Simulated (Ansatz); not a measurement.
# What ZrPbSe3 (model cell, started as cubic perovskite with Zr in the octahedra) distorts into, part 3 of 3

Aim: this structure of ZrPbSe3 (model cell, started as cubic perovskite with Zr in the octahedra) is to be tested for unstable modes, and one is followed downhill.

Ansatz 0.2.0; DFT LDA, scalar-relativistic, plane waves, PAW; PAW set soft_1.

So far. Step 5 (Energy along the mode, all amplitudes (two of the runs …): The lowest of the steps tried is the last one, at 0.6 Å, 146 meV/atom below the parent; the bottom of the well need not coincide with a step. Step 7 (The new phase in its own primitive cell): The largest force component left is 0.082 meV/Å and the pressure is -0.001 GPa, within the tolerances set. The cell now holds 25.39 Å³/atom. The relaxed cell has a = 6.961, c = 10.481 Å (conventional setting).

The structure was built from a prototype and need not be the compound's stable phase.

In doubt: the program warns that the response may not be converged on this k-mesh, which bears on the force constants and all frequencies.

**8. Modes of the new phase, k-mesh 6×6×6, occupations fixed**

A relaxed structure may still be a saddle point, so its zone-centre modes are computed. The response to a homogeneous field gives the Born charges and the dielectric tensor.

The input, input.yaml:

```yaml
crystal:
  lattice:
    - [-3.4804142282, 3.4804142282, 5.2402986202]
    - [3.4804142282, -3.4804142282, 5.2402986202]
    - [3.4804142282, 3.4804142282, -5.2402986202]
  atoms:
    - { symbol: Pb, position: [0.25, 0.75, 0.5] }
    - { symbol: Pb, position: [0.75, 0.25, 0.5] }
    - { symbol: Zr, position: [0.0, 0.0, 0.0] }
    - { symbol: Zr, position: [0.5, 0.5, 0.0] }
    - { symbol: Se, position: [0.8365090988, 0.3365090988, 0.1730181975] }
    - { symbol: Se, position: [0.1634909012, 0.6634909012, 0.8269818025] }
    - { symbol: Se, position: [0.75, 0.75, 0.0] }
    - { symbol: Se, position: [0.25, 0.25, 0.0] }
    - { symbol: Se, position: [0.6634909012, 0.8365090988, 0.5] }
    - { symbol: Se, position: [0.3365090988, 0.1634909012, 0.5] }
kpoints:
  mp_grid: { grid: [6, 6, 6] }
hamiltonian:
  xc: lda
  pseudopotentials: { kind: paw, azcp: { folder: soft_1 }, xc_functional: pbe }
scf:
  occupations: { method: fixed }
output:
  eigenvalues: true
phonons:
  method: dfpt
  dielectric: true
  rigid_motions: translations
```

Launch:

```
$ ansatz run input.yaml --threads 4 --pin off --max-ram 16384MiB --backend cpu --events-out ev --progress --plain --runs-dir out
```

Numbers of over 12 decimals in the logs are rounded to 6 here.

The program printed:

```text
[...]
Crystal: 10 atoms, lattice volume = 253.909 Å³
Basis set: ecut = 420 eV, 4917 PW (Γ), exchange–correlation on 100×100×100 points (8 copies of the dense FFT grid, shifted against one another)
Bands: 89, of which v1, the nominal top of the filled ones, is band 74 counted from 1 (73 counted from 0)
Symmetry: 16 space group operations
k-points: 112 of 216 (irreducible under 1 space group operation, time reversal used)
[...]
SCF iter   1: F=—  HF=-63679.296166 eV  |F-HF|=—  |Δ(HF+E_count)|=         —  Δρ=7.47e-2  dr2=5.03e1  ethr=3.10e-3  ⟨swp⟩=5.0  Hψ=29164  notcnv=0  defer=1288
[...]
SCF iter  13: F=-63671.429567 eV  HF=-63671.429567 eV  |F-HF|=3.64e-11  |Δ(HF+E_count)|=  2.18e-11  Δρ=8.15e-8  dr2=1.83e-11  ethr=1.00e-12  ⟨swp⟩=13.5  Hψ=65275  notcnv=0
SCF 1 converged in 13 iterations: F = -63671.429567 eV  dr2 = 1.83e-11
[...]
NSCF: frozen V_eff on 4 k-points
DFPT response loops at Γ: preconditioner auto → Resta (q_TF=auto, 2.494 Å⁻¹)  ε∞=14.0 (no band partly filled); β = 1.00, the filter's whole step (`scf.mixing.beta` (0.50) is not read by the response loops at its default; to damp them type it under 1.00, their step now; it binds the ground state too); Broyden in place of MSR1
── the response to a field inside a basis, on 10×10×12 k-points: an SCF that follows is theirs, and a resumed run solves both again ──
Bands: 75, of which v1, the nominal top of the filled ones, is band 74 counted from 1 (73 counted from 0)
k-points: 330 of 1200 (irreducible under 4 space group operations)
[...]
Eigensolver: Dense (330 Hₖ)
SCF iter   1: F=—  HF=-63671.190243 eV  |F-HF|=—  |Δ(HF+E_count)|=         —  Δρ=4.46e-4  dr2=2.02e-4  ethr=1.00e-1
[...]
SCF iter   5: F=-63671.190253 eV  HF=-63671.190253 eV  |F-HF|=3.16e-9  |Δ(HF+E_count)|=   4.15e-8  Δρ=4.37e-6  dr2=5.81e-8  ethr=4.68e-10
SCF 1 converged in 5 iterations: F = -63671.190253 eV  dr2 = 5.81e-8
[...]
WARN: field response: inside a basis, on 10×10×12 points, no mesh in reach settles it: take ε∞, Z* and everything formed from them with what they may err, as stated (eps_inf_uncertainty, zstar_uncertainty_e), and compare with field_mesh: kpoints on a denser kpoints.mp_grid
WARN: field response: ε∞ stands inside a basis, on 10×10×12 points; the force constants stand on the 6×6×6 k-mesh, whose period is 9.71 times the interband length at k = (-0.5000, -0.5000, -0.5000), direct gap 0.735 eV, under 14: take them and everything formed from them as unconverged, and compare with a denser kpoints.mp_grid
SCF converged after 13 iterations
Free energy (F): -63671.429567 eV
[...]
Internal energy: -63671.429567 eV  (E = F + TS)
E sigma→0 (E₀):  -63671.429567 eV
Fermi energy:    9.367433 eV
[...]
--- Band table (eV; the first three rows and the last of 112) ---
  k-point 0: bands = [... 70 lower, 8.7140, 8.7140, 9.3524, 9.3524, 10.0663, 10.0663, 10.0989, 10.5243, ... 11 higher]
  k-point 1: bands = [... 70 lower, 8.6039, 8.7081, 8.7360, 9.0616, 9.8855, 10.3171, 10.7877, 10.8646, ... 11 higher]
  k-point 2: bands = [... 70 lower, 8.2337, 8.4619, 8.4887, 9.0172, 9.6752, 10.2947, 10.5378, 11.0891, ... 11 higher]
  k-point 111: bands = [... 70 lower, 7.0857, 8.3963, 9.3674, 9.3674, 10.1025, 10.7561, 10.8554, 10.8554, ... 11 higher]
--- Phonons (Γ-DFPT): 8 representative perturbations + reference, on 112 of 216 k-points (Σ response iterations 31) ---
  k mesh reduced under 1 symmetry operation, with k and −k counted as one. Each operation leaves every solved perturbation unchanged. A smaller set is not considered because the run solves the response to a homogeneous field
  ASR residual: 6.489e-5 → 0.000e0 eV/Å²; symmetrization residual: 3.820e-5 eV/Å²
  ASR residual per site (eV/Å²): 6.49e-5 6.49e-5 5.73e-5 5.73e-5 3.20e-5 3.20e-5 5.81e-5 5.81e-5 3.20e-5 3.20e-5
  Γ frequencies (cm⁻¹): -73.75 -73.75 -58.62 -49.58 -49.58 0.00 0.00 0.00 23.38 42.46 47.73 47.73 52.33 52.33 90.89 90.89 94.78 112.39 112.39 134.44 141.62 180.12 181.18 197.72 197.72 202.58 210.73 210.73 213.00 256.77
  ε∞ (high-frequency dielectric tensor):
       20.190781    -0.000000    -0.000000
       -0.000000    20.190781    -0.000000
       -0.000000    -0.000000    21.675179
  softest optical mode at Γ: -73.75 cm⁻¹; the repairs (sum rule, projections) moved no ω² at Γ by more than (2.07 cm⁻¹)²
  Born effective charges Z* (e; rows j = field, columns β = displacement):
    site 0:
         3.66050    0.00000    0.00000
         0.00000    3.66050    0.00000
         0.00000    0.00000    6.29321
    site 1:
         3.66050    0.00000    0.00000
         0.00000    3.66050   -0.00000
        -0.00000   -0.00000    6.29321
    site 2:
         8.26264    0.58426    0.00000
        -0.58426    8.26264   -0.00000
         0.00000    0.00000    9.49752
    site 3:
         8.26264   -0.58426   -0.00000
         0.58426    8.26264    0.00000
         0.00000    0.00000    9.49752
    site 4:
        -4.45710    2.37027    0.00000
         2.37027   -4.45710    0.00000
        -0.00000   -0.00000   -4.15492
    site 5:
        -4.45710    2.37027   -0.00000
         2.37027   -4.45710   -0.00000
         0.00000    0.00000   -4.15492
    site 6:
        -3.00893    0.00000    0.00000
         0.00000   -3.00893   -0.00000
         0.00000   -0.00000   -7.48088
    site 7:
        -3.00893   -0.00000    0.00000
         0.00000   -3.00893   -0.00000
        -0.00000    0.00000   -7.48088
    site 8:
        -4.45710   -2.37027    0.00000
        -2.37027   -4.45710    0.00000
         0.00000   -0.00000   -4.15492
    site 9:
        -4.45710   -2.37027    0.00000
        -2.37027   -4.45710    0.00000
         0.00000    0.00000   -4.15492
  Z* charge neutrality: 2.546e-2 e pre-enforcement
  solved inside a basis spanned on kpoints, on 10×10×12 k-points, which do not settle them: ε∞ is read to err by 7.3e-1, Z* by 3.5e-1 e (field_mesh: kpoints solves on kpoints); Z* is corrected for what the basis lacks
  optical modes at Γ without the LO–TO term, one row a degenerate level:
      ω (cm⁻¹)  modes    IR ((D/Å)²/amu)
        -73.75      2             0.0000
        -58.62      1            39.9693
        -49.58      2            22.6963
         23.38      1            27.7075
         42.46      1             0.0000
         47.73      2             0.0000
         52.33      2             6.6359
[...]
optical modes at Γ + LO–TO along q̂ = [1.0000, 0.0000, 0.0000]:
      ω (cm⁻¹)  modes    IR ((D/Å)²/amu)
[...]
optical modes at Γ + LO–TO along q̂ = [0.0000, 1.0000, 0.0000]:
      ω (cm⁻¹)  modes    IR ((D/Å)²/amu)
[...]
optical modes at Γ + LO–TO along q̂ = [0.0000, 0.0000, 1.0000]:
      ω (cm⁻¹)  modes    IR ((D/Å)²/amu)
[...]
94.78      1             0.0000
        112.39      2             0.0000
        125.31      1            24.2308
        134.44      1             0.0000
        141.62      1             0.0000
        180.12      1             0.0000
        181.18      1             0.0000
        197.72      2            13.1059
        202.58      1             0.0000
        210.73      2            88.6349
        256.77      1             0.0000
        263.91      1            82.6933
```

It took 34 min on 4 threads of Arm Neoverse V1, shared host; peak memory 9.1 GiB.

Numbers from this step:

* sum-rule residual before enforcement: 6.49e-5 eV/Å²
* miss of the charge sum rule: 0.02546 e
* estimated error of the dielectric tensor: 0.7285
* estimated error of the Born charges: 0.3543 e
* point group: 4/mmm
* highest optical mode at the zone centre (no LO-TO term): 256.8 cm⁻¹
* lowest optical zone-centre mode: -73.75 cm⁻¹
* mean high-frequency dielectric constant: 20.69
* largest Born charge (third of the trace): 8.674 e
* top of the zone-centre spectrum with the field: 263.9 cm⁻¹

Patterns of degenerate modes are one choice out of their space. The modes at Γ (shares of kinetic energy by element, %) (negative means imaginary):

| mode | frequency (cm⁻¹) | symmetry | Pb % | Zr % | Se % |
| --- | --- | --- | --- | --- | --- |
| 1 | -73.8 | Eg | 31 | 0 | 69 |
| 2 | -73.8 | Eg | 31 | 0 | 69 |
| 3 | -58.6 | A2u | 2 | 63 | 35 |
| 4 | -49.6 | Eu | 38 | 0 | 62 |
| 5 | -49.6 | Eu | 38 | 0 | 62 |
| 6 | 0.0 | acoustic | 39 | 17 | 44 |
| 7 | 0.0 | acoustic | 39 | 17 | 44 |
| 8 | 0.0 | acoustic | 39 | 17 | 44 |
| 9 | 23.4 | A2u | 59 | 3 | 38 |
| 10 | 42.5 | B2g | 99 | 0 | 1 |
| 11 | 47.7 | Eg | 68 | 0 | 32 |
| 12 | 47.7 | Eg | 68 | 0 | 32 |
| 13 | 52.3 | Eu | 19 | 41 | 40 |
| 14 | 52.3 | Eu | 19 | 41 | 40 |
| 15 | 90.9 | Eu | 4 | 17 | 79 |
| 16 | 90.9 | Eu | 4 | 17 | 79 |
| 17 | 94.8 | B1u | 0 | 0 | 100 |
| 18 | 112.4 | Eg | 1 | 0 | 99 |
| 19 | 112.4 | Eg | 1 | 0 | 99 |
| 20 | 134.4 | A1g | 0 | 0 | 100 |
| 21 | 141.6 | B2g | 1 | 0 | 99 |
| 22 | 180.1 | A2g | 0 | 0 | 100 |
| 23 | 181.2 | A1u | 0 | 100 | 0 |
| 24 | 197.7 | Eu | 0 | 94 | 6 |
| 25 | 197.7 | Eu | 0 | 94 | 6 |
| 26 | 202.6 | B1g | 0 | 0 | 100 |
| 27 | 210.7 | Eu | 0 | 30 | 70 |
| 28 | 210.7 | Eu | 0 | 30 | 70 |
| 29 | 213.0 | A2u | 0 | 18 | 82 |
| 30 | 256.8 | A2g | 0 | 0 | 100 |

Displacements in mode 1 (-73.8 cm⁻¹), the largest set to 1:
```
Pb1  0.00 -0.49  0.00
Pb2  0.00  0.49  0.00
Zr3  0.00  0.00  0.00
Zr4  0.00  0.00  0.00
Se5  0.00  0.00 -0.46
Se6  0.00  0.00  0.46
Se7  0.00  1.00  0.00
Se8  0.00 -1.00  0.00
Se9  0.00  0.00 -0.46
Se10 0.00  0.00  0.46
```

Displacements in mode 4 (-49.6 cm⁻¹), the largest set to 1:
```
Pb1 -0.02 -0.50  0.00
Pb2 -0.02 -0.50  0.00
Zr3 -0.02  0.07  0.00
Zr4  0.02  0.07  0.00
Se5 -0.10  0.11  0.00
Se6 -0.10  0.11  0.00
Se7  0.04  1.00  0.00
Se8  0.04  1.00  0.00
Se9  0.11  0.12  0.00
Se10 0.11  0.12  0.00
```

High-frequency dielectric tensor, which the program warns is not settled by the k meshes in reach. Tensor:

|  | x | y | z |
| --- | --- | --- | --- |
| x | 20.19 | 0 | 0 |
| y | 0 | 20.19 | 0 |
| z | 0 | 0 | 21.68 |

Optical modes at the zone centre, without and with the macroscopic field of the longitudinal modes; each column is sorted by frequency, so a row need not hold one and the same mode. Modes with and without the field, by row:

| rank among optical modes | no field (cm⁻¹) | q along (1, 0, 0) (cm⁻¹) | q along (0, 0, 1) (cm⁻¹) |
| --- | --- | --- | --- |
| 1 | -73.8 | -73.8 | -73.8 |
| 2 | -73.8 | -73.8 | -73.8 |
| 3 | -58.6 | -58.6 | -49.6 |
| 4 | -49.6 | -49.6 | -49.6 |
| 5 | -49.6 | -19.5 | -35.8 |
| 6 | 23.4 | 23.4 | 42.5 |
| 7 | 42.5 | 42.5 | 47.7 |
| 8 | 47.7 | 47.7 | 47.7 |
| 9 | 47.7 | 47.7 | 52.3 |
| 10 | 52.3 | 52.3 | 52.3 |
| 11 | 52.3 | 60.9 | 90.9 |
| 12 | 90.9 | 90.9 | 90.9 |
| 13 | 90.9 | 94.8 | 94.8 |
| 14 | 94.8 | 104.5 | 112.4 |
| 15 | 112.4 | 112.4 | 112.4 |
| 16 | 112.4 | 112.4 | 125.3 |
| 17 | 134.4 | 134.4 | 134.4 |
| 18 | 141.6 | 141.6 | 141.6 |
| 19 | 180.1 | 180.1 | 180.1 |
| 20 | 181.2 | 181.2 | 181.2 |
| 21 | 197.7 | 197.7 | 197.7 |
| 22 | 197.7 | 199.2 | 197.7 |
| 23 | 202.6 | 202.6 | 202.6 |
| 24 | 210.7 | 210.7 | 210.7 |
| 25 | 210.7 | 213 | 210.7 |
| 26 | 213 | 256.8 | 256.8 |
| 27 | 256.8 | 261.5 | 263.9 |

Born charge (rows field, columns displacement) (e), principal values of the symmetric part by kind of site:

| atom | atoms with these values | low | middle | high | mean |
| --- | --- | --- | --- | --- | --- |
| Pb1 | 2 | 3.66 | 3.66 | 6.29 | 4.54 |
| Zr3 | 2 | 8.26 | 8.26 | 9.50 | 8.67 |
| Se5 | 4 | -6.83 | -4.15 | -2.09 | -4.36 |
| Se7 | 2 | -7.48 | -3.01 | -3.01 | -4.50 |

In full for Pb1:

```
3.66 0.00 0.00
0.00 3.66 0.00
0.00 0.00 6.29
```

Transverse modes; imaginary modes are left out. Lines of the infrared spectrum (strongest = 100):

| position (cm⁻¹) | relative intensity |
| --- | --- |
| 23 | 31 |
| 42 | 0.0 |
| 48 | 0.0 |
| 52 | 7.5 |
| 91 | 16 |
| 95 | 0.0 |
| 112 | 0.0 |
| 134 | 0.0 |
| 142 | 0.0 |
| 180 | 0.0 |
| 181 | 0.0 |
| 198 | 15 |
| 203 | 0.0 |
| 211 | 100 |
| 213 | 45 |
| 257 | 0.0 |

Before it was imposed, the acoustic sum rule was missed by 6.5e-5 eV/Å² and the charge sum rule by 0.025 e. Small misses are needed for a sound result but don't prove that mesh and cutoff are converged. The lowest optical mode is imaginary, 73.8i cm⁻¹, so the energy falls along it.

The log warns of the k mesh: “the force constants stand on the 6×6×6 k-mesh, whose period is 9.71 times the interband length at k = (-0.5000, -0.5000, -0.5000), direct gap 0.735 eV, under 14: take them and everything formed from them as unconverged”.

**9. Summary of results**

```yaml
unstable_mode_of_the_parent: q = (-0.5, -0.5, -0.5), 121i cm⁻¹
depth_at_the_lowest_point_sampled: 146 meV/atom
largest_atomic_shift_at_that_point: 0.6 Å
space_group_reached_within_0p01_a: I4/mcm
energy_gained_over_the_parent_first_relaxation_on_the_mesh_of_the_frozen_mode: 200 meV/atom
volume_per_atom_phase_reached: 25.4 Å³
gap_on_the_k_mesh_phase_reached: 0.308 eV
lowest_optical_zone_centre_mode_phase_reached: -73.8 cm⁻¹
highest_optical_mode_at_the_zone_centre_no_lo_to_term_phase_reached: 257 cm⁻¹
```

What this shows: Along this mode the structure falls into I4/mcm, 200 meV/atom below the parent. At the parent's cell the well is 146.1 meV/atom deep on the steps tried, with its lowest point at a shift of 0.6 Å. That is the last step tried, so the steps alone don't bracket the bottom of the well. Relaxing atoms and cell changes the gain by +54.09 meV/atom against the lowest step (energies at zero smearing). The new phase still has an imaginary mode at the zone centre of its cell, so it is a saddle point on the way to a lower structure. Of the 4 patterns followed to their end from this parent, this one ends 47.7 meV/atom above the lowest, Imma. Each path keeps the symmetry of its pattern, so a lower phase may lie along a pattern not tried. With the field response the log warns that the k mesh is coarse for the force constants too, so the frequencies may not be converged. With no gap, or one that is small against the smearing, the frequencies hang on the k mesh and the smearing, most of all near Kohn anomalies. In at least one run the field response is not settled by the k meshes in reach, so its dielectric tensor, Born charges and longitudinal modes are rough. A semilocal functional can close a gap that the real compound would have, so the metallic treatment may be an artefact of the level. Spin-orbit coupling is left out, which can matter for the heavy elements here. The PAW files were made for PBE and serve the other functionals too. The starting cell was built on a prototype and not taken from a measurement, so the phase need not exist.

[Logs are printed without paths, hosts, clocks, repeated set-up lines and the standing remarks that a program may print on its own settings, such as how far it seeks lower states.]

[Hosts, paths, dates, database ids (printed as entryN), source tags and the programs' standing remarks are cut or masked in the printed files.]
